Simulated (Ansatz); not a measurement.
# Phonons of LuZn (Pm-3m) against volume

Wanted: mode Grüneisen parameters of LuZn (Pm-3m).

Calculated with Ansatz 0.2.0; DFT PBEsol, scalar-relativistic, plane waves, PAW; PAW set soft_1.

This is a report of a sequence of runs, with the program logs left out and the cost of each run kept.

### 1. The system as given

Symmetry: Pm-3m, No. 221, cubic system. The conventional cell has a = 3.431 Å, b = 3.431 Å, c = 3.431 Å, α = 90.00°, β = 90.00°, γ = 90.00°. Lu has 8 Zn at 2.97 Å nearest. Nearest to Zn lie 8 Lu at 2.97 Å. Farther neighbours, and contacts between anions beyond the nearest, are not listed.

### 2. The dispersion

Stability and thermal properties need the whole zone. Linear response on a 4×4×4 q mesh gives force constants as far as a supercell of that size would.

input.yaml

```yaml
crystal:
  lattice:
    - [3.4306178123, 0.0, 0.0]
    - [0.0, 3.4306178123, 0.0]
    - [0.0, 0.0, 3.4306178123]
  atoms:
    - { symbol: Lu, position: [0.0, 0.0, 0.0] }
    - { symbol: Zn, position: [0.5, 0.5, 0.5] }
kpoints:
  mp_grid: { grid: [12, 12, 12] }
hamiltonian:
  xc: pbesol
  pseudopotentials: { kind: paw, azcp: { folder: soft_1 }, xc_functional: pbe }
scf:
  occupations: { method: methfessel_paxton, width: 0.2 }
output:
  eigenvalues: true
phonons:
  method: dfpt
  qmesh: [4, 4, 4]
  temperatures: { t_max: 1000, t_step: 50 }
  qpath:
    path:
      - [[0.0, 0.0, 0.0], [0.0, 0.5, 0.0], [0.5, 0.5, 0.0], [0.0, 0.0, 0.0], [0.5, 0.5, 0.5], [0.0, 0.5, 0.0]]
      - [[0.5, 0.5, 0.5], [0.5, 0.5, 0.0]]
    npoints: 10
```

On the command line:

```
$ ansatz run input.yaml --threads 4 --pin off --max-ram 10240MiB --backend cpu --events-out ev --progress --plain --runs-dir out
```

Elapsed: 6.5 min, on 4 threads of Arm Neoverse V2, shared host; peak memory 2.5 GiB.

Read from the output:

* volume per atom: 20.19 Å³
* gap on the k-mesh: 0 eV
* sum-rule residual before enforcement: 1.46e-4 eV/Å²
* lowest frequency on the path: 0 cm⁻¹
* point group: m-3m
* highest frequency on path, mesh or solved points: 150.6 cm⁻¹
* mean frequency: 103.2 cm⁻¹
* Debye temperature (second moment): 202 K
* logarithmic mean frequency: 96.4 cm⁻¹
* highest optical mode at the zone centre (no LO-TO term): 144 cm⁻¹
* lowest optical zone-centre mode: 144 cm⁻¹
* lowest mode on the q mesh (acoustic modes at Γ apart): 45.48 cm⁻¹
* zero-point energy per atom: 19.18 meV
* heat capacity at 300 K: 24.39 J/(mol atoms K)
* vibrational entropy at 300 K: 44.46 J/(mol atoms K)

Frequencies (cm⁻¹) solved at each irreducible wavevector; negative means imaginary. Frequencies by wavevector, by row:

```tsv
q in reciprocal lattice units	star	mode 1	mode 2	mode 3	mode 4	mode 5	mode 6
0 0 0	1	0	0	0	144	144	144
0 0 0.25	6	52.8	52.8	71.9	138.3	138.4	138.4
0 0 -0.5	3	81.6	81.6	113.9	114.3	131.2	131.2
0 0.25 0.25	12	45.5	62	96.6	124	134.8	144.9
0 0.25 -0.5	12	63.8	69.5	81.4	128.6	132.1	141.4
0 -0.5 -0.5	3	46.9	46.9	53	132.5	150.6	150.6
0.25 0.25 0.25	8	73.5	73.5	79.8	129.5	139.2	139.2
0.25 0.25 -0.5	12	50	84.5	99.3	126.8	128.1	142
0.25 -0.5 -0.5	6	73.9	73.9	94.2	130.7	135.1	135.1
-0.5 -0.5 -0.5	1	108.4	108.4	108.4	111.3	111.3	111.3
```

Symmetry leaves 10 wavevectors to solve. The lowest mode among them, the acoustic zeros apart, lies at q = (0, 0.25, 0.25) and is real, 45.5 cm⁻¹.

### 3. Relaxing at another volume, volume ratio 0.97

The volume is scaled by 0.97 and held; symmetry leaves nothing to relax, so this is a single point. The modes can then be followed against volume.

input.yaml, the sections that differ from step 2:

```yaml
crystal:
  lattice:
    - [3.3959627378, 0.0, 0.0]
    - [0.0, 3.3959627378, 0.0]
    - [0.0, 0.0, 3.3959627378]
  atoms:
    - { symbol: Lu, position: [0.0, 0.0, 0.0] }
    - { symbol: Zn, position: [0.5, 0.5, 0.5] }
output:
  forces: true
  stress: true
  eigenvalues: true
  write_density: true
  write_potential: true
  elf: true
  volumetric_format: npy
# kpoints, hamiltonian, scf: as in step 2
# phonons: removed
```

Elapsed: 2 s, on 4 threads; peak memory 0.38 GiB; 6.8 s of CPU time.

Numbers from this step:

- pressure: 2.426 GPa
- volume per atom: 19.58 Å³

Electrostatic potential energy in the ac plane at fractional y = 0.000, with atoms of Lu within 0.2 Å of it. With pseudopotentials it is smooth inside the atoms' cores, unlike the true potential.

Ten even steps from '_' (-73 eV) to '@' (17 eV):
```
____..--**%%@@@@@@@@@@@@%%**--..__
__..::==##%%@@@@@@@@@@@@%%##==::..
----==**%%%%@@@@@@@@@@@@%%%%**==--
****##%%%%@@@@@@@@@@@@@@@@%%%%##**
%%%%%%%%@@@@@@@@@@@@@@@@@@@@%%%%%%
%%@@@@@@@@@@@@@@@@@@@@@@@@@@@@@@@@
@@@@@@@@@@@@@@@@@@@@@@@@@@@@@@@@@@
@@@@@@@@@@@@@@@@@@@@@@@@@@@@@@@@@@
@@@@@@@@@@@@@@@@@@@@@@@@@@@@@@@@@@
@@@@@@@@@@@@@@@@@@@@@@@@@@@@@@@@@@
%%@@@@@@@@@@@@@@@@@@@@@@@@@@@@@@@@
%%%%%%%%@@@@@@@@@@@@@@@@@@@@%%%%%%
****##%%%%@@@@@@@@@@@@@@@@%%%%##**
----==**%%%%@@@@@@@@@@@@%%%%**==--
__..::==##%%@@@@@@@@@@@@%%##==::..
____..--**%%@@@@@@@@@@@@%%**--..__
______--**%%%%@@@@@@@@%%%%**--____
```
Columns run along a (3.4 Å; values clipped at the 3rd and 97th percentile), rows up along c (3.4 Å). Atoms in or near the plane, at fractional coordinates: Lu at (0.00, 0.00).

ELF in the ac plane at fractional y = 0.000, with atoms of Lu within 0.2 Å of it. It is the smooth field of the valence electrons, not physical close to the nuclei.

Ten even steps from '_' (0.08) to '@' (0.86):
```
%%@@@@@@##::____________::##@@@@@@
@@@@@@%%++..____....____..++%%@@@@
@@@@%%**--____..::::..____--**%%@@
####++--______::----::______--++##
::::..______::--====--::______..::
__________::--==++++==--::________
______..::--==++++++++==--::..____
____..::--==++++++++++++==--::..__
____..::--==++++++++++++==--::..__
______..::--==++++++++==--::..____
__________::--==++++==--::________
::::..______::--====--::______..::
####++--______::----::______--++##
@@@@%%**--____..::::..____--**%%@@
@@@@@@%%++..____....____..++%%@@@@
%%@@@@@@##::____________::##@@@@@@
##%%@@@@##::____________::##@@@@%%
```
Columns run along a (3.4 Å), rows up along c (3.4 Å). Atoms in or near the plane, at fractional coordinates: Lu at (0.00, 0.00).

Valence density in the ac plane at fractional y = 0.000, with atoms of Lu within 0.2 Å of it. It is the smooth field of the valence electrons, not physical close to the nuclei.

Values in e/Å³, 14 rows by 14 columns, each cell a mean:
```
34 22  9  3  1  0  0  0  0  0  1  3 10 25
14 10  4  1  0  0  0  0  0  0  1  2  5 10
 4  3  2  1  0  0  0  0  0  0  0  1  2  3
 1  1  0  0  0  0  0  0  0  0  0  0  1  1
 0  0  0  0  0  0  0  0  0  0  0  0  0  0
 0  0  0  0  0  0  0  0  0  0  0  0  0  0
 0  0  0  0  0  0  0  0  0  0  0  0  0  0
 0  0  0  0  0  0  0  0  0  0  0  0  0  0
 0  0  0  0  0  0  0  0  0  0  0  0  0  0
 1  1  0  0  0  0  0  0  0  0  0  0  0  1
 3  2  1  1  0  0  0  0  0  0  0  1  1  3
12  8  4  1  0  0  0  0  0  0  0  2  4  9
30 20  8  2  1  0  0  0  0  0  1  3 10 22
47 30 12  3  1  0  0  0  0  0  1  4 14 34
```
Columns run along a (3.4 Å), rows up along c (3.4 Å). Atoms in or near the plane, at fractional coordinates: Lu at (0.00, 0.00).

### 4. Phonons at the other volume, volume ratio 0.97

The phonons are repeated at this volume on the same meshes, so that differences come from the volume alone.

input.yaml, the sections that differ from step 3:

```yaml
output:
  eigenvalues: true
phonons:
  method: dfpt
  qmesh: [4, 4, 4]
  temperatures: { t_max: 1000, t_step: 50 }
  qpath:
    path:
      - [[0.0, 0.0, 0.0], [0.0, 0.5, 0.0], [0.5, 0.5, 0.0], [0.0, 0.0, 0.0], [0.5, 0.5, 0.5], [0.0, 0.5, 0.0]]
      - [[0.5, 0.5, 0.5], [0.5, 0.5, 0.0]]
    npoints: 10
# crystal, kpoints, hamiltonian, scf: as in step 3
```

Wall time 6.2 min (4 threads); peak memory 2.5 GiB; 24 min of CPU time.

This step gave:

| Property | Result |
| --- | --- |
| sum-rule residual before enforcement | 1.63e-4 eV/Å² |
| highest frequency on path, mesh or solved points | 158.4 cm⁻¹ |
| mean frequency | 107.8 cm⁻¹ |
| Debye temperature (second moment) | 212 K |
| logarithmic mean frequency | 100.2 cm⁻¹ |
| highest optical mode at the zone centre (no LO-TO term) | 152.0 cm⁻¹ |
| lowest optical zone-centre mode | 152.0 cm⁻¹ |
| lowest mode on the q mesh (acoustic modes at Γ apart) | 43.04 cm⁻¹ |
| zero-point energy per atom | 20.04 meV |
| heat capacity at 300 K | 24.33 J/(mol atoms K) |
| vibrational entropy at 300 K | 43.53 J/(mol atoms K) |

Frequencies (cm⁻¹) solved at each irreducible wavevector; negative means imaginary. Frequencies by wavevector, by row:

```tsv
q in reciprocal lattice units	star	mode 1	mode 2	mode 3	mode 4	mode 5	mode 6
0 0 0	1	0	0	0	152	152	152
0 0 0.25	6	54.9	54.9	74.9	145.3	146.1	146.1
0 0 -0.5	3	85.3	85.3	118.5	119.8	137.9	137.9
0 0.25 0.25	12	45.2	64.5	101	130	142.1	152.9
0 0.25 -0.5	12	64.5	72.8	82.9	135.8	139	149
0 -0.5 -0.5	3	43	43	55.7	139.5	158.4	158.4
0.25 0.25 0.25	8	75.9	75.9	82	136.1	146.6	146.6
0.25 0.25 -0.5	12	49.5	86.4	103.8	133.8	134.4	149.7
0.25 -0.5 -0.5	6	75.2	75.2	98.2	136.9	142.9	142.9
-0.5 -0.5 -0.5	1	114.3	114.3	114.3	117.2	117.2	117.2
```

The highest optical mode at the zone centre (no LO-TO term) is 152.0 cm⁻¹, +8.0 cm⁻¹ against the base run.

### 5. Relaxing at another volume, volume ratio 1.03

The volume is scaled by 1.03 and held; symmetry leaves nothing to relax, so this is a single point. The modes can then be followed against volume.

input.yaml, the sections that differ from step 4:

```yaml
crystal:
  lattice:
    - [3.4645865344, 0.0, 0.0]
    - [0.0, 3.4645865344, 0.0]
    - [0.0, 0.0, 3.4645865344]
  atoms:
    - { symbol: Lu, position: [0.0, 0.0, 0.0] }
    - { symbol: Zn, position: [0.5, 0.5, 0.5] }
output:
  forces: true
  stress: true
  eigenvalues: true
# kpoints, hamiltonian, scf: as in step 4
# phonons: removed
```

The job ended after 1.5 s (4 threads; peak memory 0.39 GiB).

Numbers from this step:

```
pressure        : -2.088 GPa
volume per atom : 20.79 Å³
```

The run ends at a pressure of -2.09 GPa.

### 6. Phonons at the other volume, volume ratio 1.03

Edit input.yaml of step 5 so:

```diff
@@ -16,4 +16,11 @@
 output:
-  forces: true
-  stress: true
   eigenvalues: true
+phonons:
+  method: dfpt
+  qmesh: [4, 4, 4]
+  temperatures: { t_max: 1000, t_step: 50 }
+  qpath:
+    path:
+      - [[0.0, 0.0, 0.0], [0.0, 0.5, 0.0], [0.5, 0.5, 0.0], [0.0, 0.0, 0.0], [0.5, 0.5, 0.5], [0.0, 0.5, 0.0]]
+      - [[0.5, 0.5, 0.5], [0.5, 0.5, 0.0]]
+    npoints: 10
```

Run time: 6.4 min. Hardware: 4 threads; peak memory 2.6 GiB.

This step gave:

- sum-rule residual before enforcement: 1.20e-4 eV/Å²
- highest frequency on path, mesh or solved points: 142.8 cm⁻¹
- mean frequency: 98.7 cm⁻¹
- Debye temperature (second moment): 192 K
- logarithmic mean frequency: 92.7 cm⁻¹
- highest optical mode at the zone centre (no LO-TO term): 136.3 cm⁻¹
- lowest optical zone-centre mode: 136.3 cm⁻¹
- lowest mode on the q mesh (acoustic modes at Γ apart): 45.54 cm⁻¹
- zero-point energy per atom: 18.35 meV
- heat capacity at 300 K: 24.44 J/(mol atoms K)
- vibrational entropy at 300 K: 45.42 J/(mol atoms K)

The highest optical mode at the zone centre (no LO-TO term) is 136.3 cm⁻¹, -7.7 cm⁻¹ against the base run.

### 7. Grüneisen parameters

The Grüneisen parameter of a mode is minus the logarithmic change of its frequency with volume, −d ln ω / d ln V; weighted by heat capacity it gives the expansion.

Numbers from this step:

```
bulk modulus : 75.2 GPa
```

The phonon branches at the labelled points (cm⁻¹):

```tsv
point	branch 1	branch 2	branch 3	branch 4	branch 5	branch 6
Γ	0	0	0	144	144	144
halfway	53	53	72	138	138	138
X	82	82	114	114	131	131
halfway	64	70	81	129	132	141
M	47	47	53	132	150	150
halfway	46	62	97	124	135	145
Γ	0	0	0	144	144	144
halfway	74	74	80	130	139	139
R	108	108	108	111	111	111
halfway	50	84	99	127	128	142
X	82	82	114	114	131	131
jump to R	108	108	108	111	111	111
halfway	74	74	94	131	135	135
M	47	47	53	132	150	150
```

The same for volume x 0.97:

```tsv
point	branch 1	branch 2	branch 3	branch 4	branch 5	branch 6
Γ	0	0	0	152	152	152
X	85	85	118	120	138	138
M	43	43	56	140	158	158
Γ	0	0	0	152	152	152
R	114	114	114	117	117	117
X	85	85	118	120	138	138
R	114	114	114	117	117	117
M	43	43	56	140	158	158
```

The same for volume x 1.03:

```tsv
point	branch 1	branch 2	branch 3	branch 4	branch 5	branch 6
Γ	0	0	0	136	136	136
X	78	78	109	109	125	125
M	50	50	50	126	143	143
Γ	0	0	0	136	136	136
R	103	103	103	106	106	106
X	78	78	109	109	125	125
R	103	103	103	106	106	106
M	50	50	50	126	143	143
```

Mode Grueneisen parameter -dln(w)/dln(V), modes matched by rank; at Γ the acoustic branches take the value of a neighbouring point of the path. Mode grüneisen parameters along the path, in :

```tsv
point	branch 1	branch 2	branch 3	branch 4	branch 5	branch 6
Γ	1.37	1.37	1.38	1.82	1.82	1.82
halfway	1.33	1.33	1.37	1.71	1.80	1.75
X	1.49	1.49	1.38	1.51	1.66	1.66
halfway	0.39	1.56	0.66	1.83	1.70	1.77
M	-2.35	-2.35	1.67	1.71	1.73	1.73
halfway	-0.11	1.32	1.48	1.57	1.75	1.79
Γ	-1.08	1.30	1.55	1.82	1.82	1.82
halfway	1.07	1.07	0.94	1.67	1.74	1.74
R	1.75	1.75	1.75	1.74	1.74	1.74
halfway	-0.27	0.81	1.49	1.80	1.60	1.77
X	1.49	1.49	1.38	1.51	1.66	1.66
jump to R	1.75	1.75	1.75	1.74	1.74	1.74
halfway	0.61	0.61	1.42	1.57	1.87	1.87
M	-2.35	-2.35	1.67	1.71	1.73	1.73
```

(dS/dlnV)/C_V. Table of thermodynamic Grueneisen parameter by temperature:

```tsv
temperature (K)	thermodynamic Grueneisen parameter
50	1.10
100	1.25
150	1.28
200	1.29
250	1.29
300	1.30
350	1.30
400	1.3
450	1.3
500	1.3
550	1.30
600	1.30
650	1.30
700	1.30
750	1.30
800	1.30
850	1.30
900	1.30
950	1.30
1000	1.30
```

Gamma C_V/(B V) at the static volume. Table of volume expansion by temperature:

```tsv
temperature (K)	volume expansion (1e-6/K)
50	15.5
100	28.1
150	31.9
200	33.4
250	34.2
300	34.6
350	34.9
400	35.0
450	35.1
500	35.2
550	35.2
600	35.3
650	35.3
700	35.4
750	35.4
800	35.4
850	35.4
900	35.5
950	35.5
1000	35.5
```

### 8. What came out

```
bulk modulus                               : 75.2 GPa
thermodynamic Grüneisen parameter at 300 K : 1.296
volume expansion at 300 K, estimated       : 34.57 × 10⁻⁶ K⁻¹
```

In words: By this estimate the volume grows by 34.6 × 10⁻⁶ per kelvin at 300 K. The highest optical mode at Γ goes from 152 to 136 cm⁻¹ as the cell grows, a Grüneisen parameter of 1.82. Mode parameters on the path run from -2.4 to 1.9, with a median of 1.6. Modes with negative values stiffen as the cell grows and pull against the expansion. Branches are matched by rank, so values near crossings are rough. The expansion is the Grüneisen estimate at the static volume, with the static bulk modulus. With no gap, or one that is small against the smearing, the frequencies hang on the k mesh and the smearing, most of all near Kohn anomalies. The phonon runs are without spin polarisation, although the cell has an odd electron count. Spin-orbit coupling is left out, which can matter for the heavy elements here. The PAW files were made for PBE and serve the other functionals too.

[Long decimals in the printed logs are rounded to 6 places.]

[Logs are printed without paths, hosts, clocks, repeated set-up lines and the standing remarks that a program may print on its own settings, such as how far it seeks lower states.]

[Hosts, paths, dates, database ids (printed as entryN), source tags and the programs' standing remarks are cut or masked in the printed files.]

[Where the starting crystal was built by hand or by swapping elements, it need not be the compound's stable phase.]
